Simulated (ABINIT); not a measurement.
# A GW chain in ABINIT: GaN (F-43m), part 2 of 2

Aim: the G0W0 gap of GaN (F-43m) on PBE with spin-orbit coupling, step by step.

ABINIT 10.8.3; PBE and many-body steps on it, plane waves. Known limits of the many-body steps: short of the basis limit; screening head approximate.

So far. Step 2 (Ground state): The gap is direct, at Γ. Step 3 (Bands along the symmetry lines): The gap is 1.742 eV, as in the run before at this level.

## Step 4: Empty states on the mesh, 6×6×6 mesh, 158 bands

Level of this step: DFT, PBE with spin-orbit coupling, plane waves, norm-conserving pseudopotentials (ABINIT).

The sums over transitions need many empty states on a uniform mesh; this step solves for them.

run.abi

```
acell 3*1.0 Angstrom
rprim 
  0.000000000000 2.253500607500 2.253500607500
  2.253500607500 0.000000000000 2.253500607500
  2.253500607500 2.253500607500 0.000000000000
ntypat 2
znucl 31 7
natom 2
typat 1 2
xred 
  0.000000000000 0.000000000000 0.000000000000
  0.750000000000 0.750000000000 0.750000000000
pp_dirpath "pseudos"
pseudos "Ga.upf, N.upf"
ecut 45
nspinor 2
ngkpt 6 6 6
nshiftk 1
shiftk 0 0 0
kptopt 1
chksymbreak 0
irdden 1
istwfk *1
nband 158
prtvol 0
optdriver 6
gwr_task "HDIAGO"
paral_kgb 0
occopt 1
indata_prefix "in"
outdata_prefix "out"
tmpdata_prefix "tmp"
```

The run is started by

```
OMP_NUM_THREADS=1 mpirun -n 8 abinit run.abi > log
```

The program printed:

```text
[banner, memory and clock lines left out]
.Version 10.8.3 of ABINIT. v10.8.2 released Aug 2026.

 Symmetries : space group F-4 3 m (#216); Bravais cF (face-center cubic)
[... echo of the input left out ...]
== DATASET  1 ==================================================================
-   mpi_nproc: 8, omp_nthreads: 1 (-1 if OMP is not activated)

--- !DatasetInfo
iteration_state: {dtset: 1, }
dimensions: {natom: 2, nkpt: 16, mband: 158, nsppol: 1, nspinor: 2, nspden: 1, mpw: 2252, }
cutoff_energies: {ecut:  45.0, pawecutdg:  -1.0, }
electrons: {nelect:   2.60000000E+01, charge:   0.00000000E+00, occopt:   1.00000000E+00, tsmear:   1.00000000E-02, }

.Using double precision arithmetic; gwpc =  8

- Reading GS density from: in_DEN

--- Pseudopotential description ------------------------------------------------
- Ga Generated using ONCVPSP code by D. R. Hamann
- 31.00000  21.00000  180506                  znucl, zion, pspdat
12 -101130 2 -1 1926                          pspcod,pspxc,lmax,lloc,mmax
     nproj     2     3     2     0
     spin-orbit psp
        nprojso     4     3     0
  pspatm : epsatm=   21.86199699
         --- l  ekb(1:nproj) -->
             0   -1.217787    4.966043
             1   -5.676217   -1.349810   -0.000026
             2  -10.594497   -3.838259
  spin-orbit 1    0.211857    0.072172   -0.001103   -0.000023
  spin-orbit 2    0.017944    0.011148   -0.000068
 pspatm: atomic psp has been read  and splines computed

- N Generated using ONCVPSP code by D. R. Hamann
-  7.00000   5.00000  180423                  znucl, zion, pspdat
12 -101130 1 -1 1058                          pspcod,pspxc,lmax,lloc,mmax
     nproj     2     2     0     0
     spin-orbit psp
        nprojso     2     0     0
  pspatm : epsatm=    5.21132191
         --- l  ekb(1:nproj) -->
             0    0.636274    7.494450
             1   -4.293833   -1.006955
  spin-orbit 1    0.005231    0.001392
 pspatm: atomic psp has been read  and splines computed

   7.03906291E+02                                ecore*ucvol(ha*bohr**3)

 Total charge density [el/Bohr^3]
)     Maximum=    6.4940E+00  at reduced coord.    0.9500    0.9750    0.9750
)     Minimum=    5.4066E-03  at reduced coord.    0.5000    0.5000    0.5000
   Integrated=    2.6000E+01

 === KS gaps after direct diagonalization ===
 Direct band gap semiconductor
 Fundamental gap:     1.742 (eV)
   VBM:     6.873 (eV) at k: [ 0.0000E+00,  0.0000E+00,  0.0000E+00]
   CBM:     8.615 (eV) at k: [ 0.0000E+00,  0.0000E+00,  0.0000E+00]
 Direct gap:         1.742 (eV) at k: [ 0.0000E+00,  0.0000E+00,  0.0000E+00]

== END DATASET(S) ==============================================================

 -outvars: echo values of variables after computation  --------
           etotal      0.0000000000E+00
            nband         158
             nkpt          16
          spgroup         216
 [... the other variables as echoed above ...]

 Calculation completed.
```

It took 2.9 min on 8 MPI ranks of Intel Xeon Platinum 8259CL at 2.50GHz (Skylake/Cascade Lake), shared host; peak memory 9 GiB.

This step gave:

- gap: 1.742 eV
- k of the valence top: 0, 0, 0
- k of the conduction bottom: 0, 0, 0
- least direct gap: 1.742 eV
- k points computed: 16
- lowest point of the top converged band, above the valence top: 99.9452 eV

On this mesh the gap is 1.742 eV.

## Step 5: Screening, 6×6×6 mesh, 150 bands, screening to 179.6 eV

The RPA dielectric matrix is built and inverted for each q.

This step: RPA screening on PBE with spin-orbit coupling, plane waves, norm-conserving pseudopotentials.

run.abi: that of step 4 with these lines changed.

```diff
@@ -21,10 +21,11 @@
 chksymbreak 0
-irdden 1
 istwfk *1
-nband 158
-prtvol 0
-optdriver 6
-gwr_task "HDIAGO"
-paral_kgb 0
 occopt 1
+irdwfk 1
+optdriver 3
+nband 150
+ecuteps 6.6
+inclvkb 0
+awtr 1
+symchi 1
 indata_prefix "in"
```

The program printed:

```text
.Version 10.8.3 of ABINIT. v10.8.2 released Aug 2026.

 Symmetries : space group F-4 3 m (#216); Bravais cF (face-center cubic)
[... echo of the input left out ...]
== DATASET  1 ==================================================================
-   mpi_nproc: 8, omp_nthreads: 1 (-1 if OMP is not activated)

--- !DatasetInfo
iteration_state: {dtset: 1, }
dimensions: {natom: 2, nkpt: 16, mband: 150, nsppol: 1, nspinor: 2, nspden: 1, mpw: 2252, }
cutoff_energies: {ecut:  45.0, pawecutdg:  -1.0, }
electrons: {nelect:   2.60000000E+01, charge:   0.00000000E+00, occopt:   1.00000000E+00, tsmear:   1.00000000E-02, }

 SCREENING: Calculation of the susceptibility and dielectric matrices

 Based on a program developped by R.W. Godby, V. Olevano, G. Onida, and L. Reining.
 Incorporated in ABINIT by V. Olevano, G.-M. Rignanese, and M. Torrent.
.Using double precision arithmetic ; gwpc =  8

[... cell and pseudopotentials left out ...]
--------------------------------------------------------------------------------

 ==== K-mesh for the wavefunctions ====
 Number of points in the irreducible wedge :    16
[... list of points left out ...]
 Together with 24 symmetry operations and time-reversal symmetry
 yields   216 points in the full Brillouin Zone.

 ==== Q-mesh for the screening function ====
 Number of points in the irreducible wedge :    16
[... list of points left out ...]
 Together with 24 symmetry operations and time-reversal symmetry
 yields   216 points in the full Brillouin Zone.

 setmesh: FFT mesh size selected  =    25x   25x   25
          total number of points  =        15625

 vcoul_init : cutoff-mode = AUXILIARY_FUNCTION
 q-points for optical limit:   1
     1)      0.000010    0.000020    0.000030

- screening: taking advantage of time-reversal symmetry
- Maximum band index for partially occupied states nbvw = 26
- Remaining bands to be divided among processors   nbcw = 124
- Number of bands treated by each node ~15

 Number of electrons calculated from density =   26.0000; Expected =   26.0000
 average of density, n =  0.168335
 r_s =    1.1235
 omega_plasma =   39.5770 [eV]

 calculating chi0 at frequencies [eV] :
  1    0.000000E+00    0.000000E+00
  2    0.000000E+00    3.957696E+01

--------------------------------------------------------------------------------
  q-point number  1        q = ( 0.000000, 0.000000, 0.000000) [r.l.u.]
--------------------------------------------------------------------------------
[... chi0 elements left out ...]
 For q-point:  0.000010 0.000020 0.000030
  dielectric constant =   9.2914
  dielectric constant without local fields =   9.9231

  Average fulfillment of the sum rule on Im[epsilon] for q-point    1 :     42.64  [%]
[... wings left out ...]
  q-point number  2        q = ( 0.166667, 0.000000, 0.000000) [r.l.u.]
--------------------------------------------------------------------------------
[... chi0 elements left out ...]
  Average fulfillment of the sum rule on Im[epsilon] for q-point    2 :     55.48  [%]

 [... 14 further q-points ...]
```

It took 8.3 min on 8 MPI ranks; peak memory 3.6 GiB; 66 min of CPU time.

Numbers from this step:

```yaml
eps_infinity_with_local_fields_on_this_mesh: 9.291
eps_infinity_without_local_fields_on_this_mesh: 9.923
plasma_frequency: 39.58 eV
plane_waves_in_the_screening_matrix: 137
```

Local fields lower ε∞ by 6 %.

## Step 6: Self-energy, 6×6×6 mesh, 150 bands, screening to 179.6 eV

The self-energy is evaluated for the states that the input lists, and the quasiparticle equation is solved.

This step: G0W0 on PBE with spin-orbit coupling, plane waves, norm-conserving pseudopotentials.

run.abi: that of step 5 with these lines changed.

```diff
@@ -24,8 +24,15 @@
 irdwfk 1
-optdriver 3
+optdriver 4
 nband 150
+gwcalctyp 0
+ecutsigx 45
+symsigma 0
+nkptgw 1
+kptgw 
+  0.0000000000 0.0000000000 0.0000000000
+bdgw 
+  23 30
 ecuteps 6.6
-inclvkb 0
-awtr 1
-symchi 1
+irdscr 1
+ppmodel 1
 indata_prefix "in"
```

The program printed:

```text
.Version 10.8.3 of ABINIT. v10.8.2 released Aug 2026.

 Symmetries : space group F-4 3 m (#216); Bravais cF (face-center cubic)
[... echo of the input left out ...]
== DATASET  1 ==================================================================
-   mpi_nproc: 8, omp_nthreads: 1 (-1 if OMP is not activated)

--- !DatasetInfo
iteration_state: {dtset: 1, }
dimensions: {natom: 2, nkpt: 16, mband: 150, nsppol: 1, nspinor: 2, nspden: 1, mpw: 2252, }
cutoff_energies: {ecut:  45.0, pawecutdg:  -1.0, }
electrons: {nelect:   2.60000000E+01, charge:   0.00000000E+00, occopt:   1.00000000E+00, tsmear:   1.00000000E-02, }

 SIGMA: Calculation of the GW corrections

 Based on a program developped by R.W. Godby, V. Olevano, G. Onida, and L. Reining.
 Incorporated in ABINIT by V. Olevano, G.-M. Rignanese, and M. Torrent.
.Using double precision arithmetic ; gwpc =  8

[... cell and pseudopotentials left out ...]
--------------------------------------------------------------------------------

 ==== K-mesh for the wavefunctions ====
 Number of points in the irreducible wedge :    16
[... list of points left out ...]
 Together with 24 symmetry operations and time-reversal symmetry
 yields   216 points in the full Brillouin Zone.

 ==== Q-mesh for screening function ====
 Number of points in the irreducible wedge :    16
[... list of points left out ...]
 Together with 24 symmetry operations and time-reversal symmetry
 yields   216 points in the full Brillouin Zone.

 vcoul_init : cutoff-mode = AUXILIARY_FUNCTION
 q-points for optical limit:   1
     1)      0.000010    0.000020    0.000030
 setmesh: FFT mesh size selected  =    40x   40x   40
          total number of points  =        64000

 Number of electrons calculated from density =   26.0000; Expected =   26.0000
 average of density, n =  0.168335
 r_s =    1.1235
 omega_plasma =   39.5770 [eV]

 === KS Band Gaps ===
  >>>> For spin  1
   Minimum direct gap =   1.7422 [eV], located at k-point      :   0.0000  0.0000  0.0000
   Fundamental gap    =   1.7422 [eV], Top of valence bands at :   0.0000  0.0000  0.0000
                                       Bottom of conduction at :   0.0000  0.0000  0.0000
 SIGMA fundamental parameters:
 PLASMON POLE MODEL  1
 number of plane-waves for SigmaX                 2229
 number of plane-waves for SigmaC and W            137
 number of plane-waves for wavefunctions          2229
 number of bands                                   150
 number of independent spin polarizations            1
 number of spinorial components                      2
 number of k-points in IBZ                          16
 number of q-points in IBZ                          16
 number of symmetry operations                      24
 number of k-points in BZ                          216
 number of q-points in BZ                          216
 number of frequencies for dSigma/dE                 9
 frequency step for dSigma/dE [eV]                0.25
 number of omega for Sigma on real axis              0
 max omega for Sigma on real axis  [eV]           0.00
 zcut for avoiding poles [eV]                     0.10

 EPSILON^-1 parameters (SCR file):
 dimension of the eps^-1 matrix on file            137
 dimension of the eps^-1 matrix used               137
 number of plane-waves for wavefunctions          2229
 number of bands                                   150
 number of q-points in IBZ                          16
 number of frequencies                               2
 number of real frequencies                          1
 number of imag frequencies                          1

 matrix elements of self-energy operator (all in [eV])

 Perturbative Calculation

--- !SelfEnergy_ee
iteration_state: {dtset: 1, }
kpoint     : [   0.000,    0.000,    0.000, ]
spin       : 1
KS_gap     :    1.742
QP_gap     :    2.470
Delta_QP_KS:    0.728
data: !SigmaeeData |
     Band     E0 <VxcDFT>   SigX SigC(E0)      Z dSigC/dE  Sig(E)    E-E0       E
       23   6.873 -19.064 -22.517   3.035   0.796  -0.257 -19.396  -0.332   6.541
       24   6.873 -19.064 -22.517   3.035   0.796  -0.257 -19.396  -0.332   6.541
       25   6.873 -19.064 -22.516   3.035   0.796  -0.257 -19.396  -0.332   6.541
       26   6.873 -19.064 -22.517   3.035   0.796  -0.257 -19.396  -0.332   6.541
       27   8.615 -14.162 -10.109  -3.573   0.824  -0.214 -13.767   0.395   9.011
       28   8.615 -14.162 -10.109  -3.573   0.824  -0.214 -13.767   0.395   9.011
       29  17.007 -13.086  -7.042  -5.062   0.841  -0.189 -12.260   0.827  17.834
       30  17.007 -13.086  -7.042  -5.062   0.841  -0.189 -12.260   0.827  17.834

== END DATASET(S) ==============================================================
================================================================================

 -outvars: echo values of variables after computation  --------
           etotal      0.0000000000E+00
            nband         150
             nkpt          16
          spgroup         216
 [... the other variables as echoed above ...]

 Calculation completed.
```

It took 2.3 min on 8 MPI ranks; peak memory 2.4 GiB.

This step gave:

* G0W0 gap on the mesh: 2.470 eV
* starting gap on the mesh: 1.742 eV
* k of the valence top: 0, 0, 0
* k of the conduction bottom: 0, 0, 0
* Z at the valence top: 0.796
* Z at the conduction bottom: 0.824
* least direct G0W0 gap on the computed points: 2.470 eV

The gap on the mesh goes from 1.74 eV to 2.47 eV, a correction of +0.73 eV.

Limits: finite bands, cutoff and mesh; screening head approximate. v1 is the top filled band, c1 the lowest empty one. The levels before and after the correction (eV, zero at the valence-band top of each column):

|  | conduction bottom | valence top |
| --- | --- | --- |
| Kohn-Sham | 1.74 | 0.00 |
| G0W0 | 2.47 | 0.00 |

|  | level | energy (eV) |
| --- | --- | --- |
| Kohn-Sham | Γ v4-v1 | 0.000 |
| Kohn-Sham | Γ c1-c2 | 1.742 |
| Kohn-Sham | Γ c3-c4 | 10.134 |
| G0W0 | Γ v4-v1 | 0.000 |
| G0W0 | Γ c1-c2 | 2.470 |
| G0W0 | Γ c3-c4 | 11.293 |

## Step 7: Where the time went

Times are wall times on 8 MPI ranks of Intel Xeon Platinum 8259CL at 2.50GHz (Skylake/Cascade Lake), shared host, good to a factor of about two.

| step | time | share | memory (GiB) |
| --- | --- | --- | --- |
| ground state | 35 s | 4 % | 0.67 |
| bands along the symmetry lines | 31 s | 4 % | 0.63 |
| empty states on the mesh | 2.9 min | 20 % | 9 |
| screening | 8.3 min | 57 % | 3.6 |
| self-energy | 2.3 min | 16 % | 2.4 |

## Step 8: Outcome

```
PBE gap              : 1.74 eV, direct
G0W0 gap on the mesh : 2.47 eV
GW settings          : 6×6×6 mesh, 150 bands, screening to 179.6 eV, Godby-Needs plasmon pole
known limits         : short of the basis limit; screening head approximate
```

G0W0 moves the gap on the mesh from 1.74 eV to 2.47 eV (+0.73 eV), with Z of 0.80 and 0.82 at the edges. Local fields lower the RPA ε∞ on this mesh from 9.92 to 9.29. The dearest step here is «screening». Against experiment, by G0W0@PBE: the direct gap of 2.47 eV lies −0.76 eV from the measured 3.23 eV (exciton, 300 K, on 3C-SiC/Si(001), 2022). An exciton line or allowed optical edge lies below the quasiparticle gap by the binding energy; a forbidden edge can push the onset above it. The calculation has static nuclei and no excitons; a measured gap holds zero-point and thermal motion, which mostly lowers it. Against the values above the computed gap that would widen the miss. A likelier cause is the start: a gap of 1.74 eV screens too strongly, and one shot does not repair it. Bands and cutoff are finite, so the gap stands short of the basis limit, usually by up to a few tenths of an eV; the mesh is an error of its own. The long-wavelength limit of the screening leaves out the non-local commutator, which shifts ε∞.

[Long decimals in the printed logs are rounded to 6 places.]

[Logs are printed without paths, hosts, clocks, repeated set-up lines and the standing remarks that a program may print on its own settings, such as how far it seeks lower states.]

[Paths, hosts, dates, memory and timing lines, banners, echoed tables and standing remarks are left out of the program output; an Ansatz launch command may be rebuilt from the run's recorded settings. Measured values are a selection of at most five: reports struck by readers or far from the other reports are left out. None is set beside runs whose start may be inverted or whose files or cutoffs have a known fault.]

[Runs of the session that timed out or met a known fault of the program may be left out.]

[Hosts, paths, dates, database ids (printed as entryN), source tags and the programs' standing remarks are cut or masked in the printed files.]

[G0W0 gaps are taken among the corrected bands and points alone; a level outside them can change the order at an edge.]

[Where Ansatz stands beside ABINIT at settings called matched, ABINIT's density can come from a denser mesh and the files from another edition; pairs whose starting gaps differed by over 0.03 eV were left out, so agreement reads better than it is.]
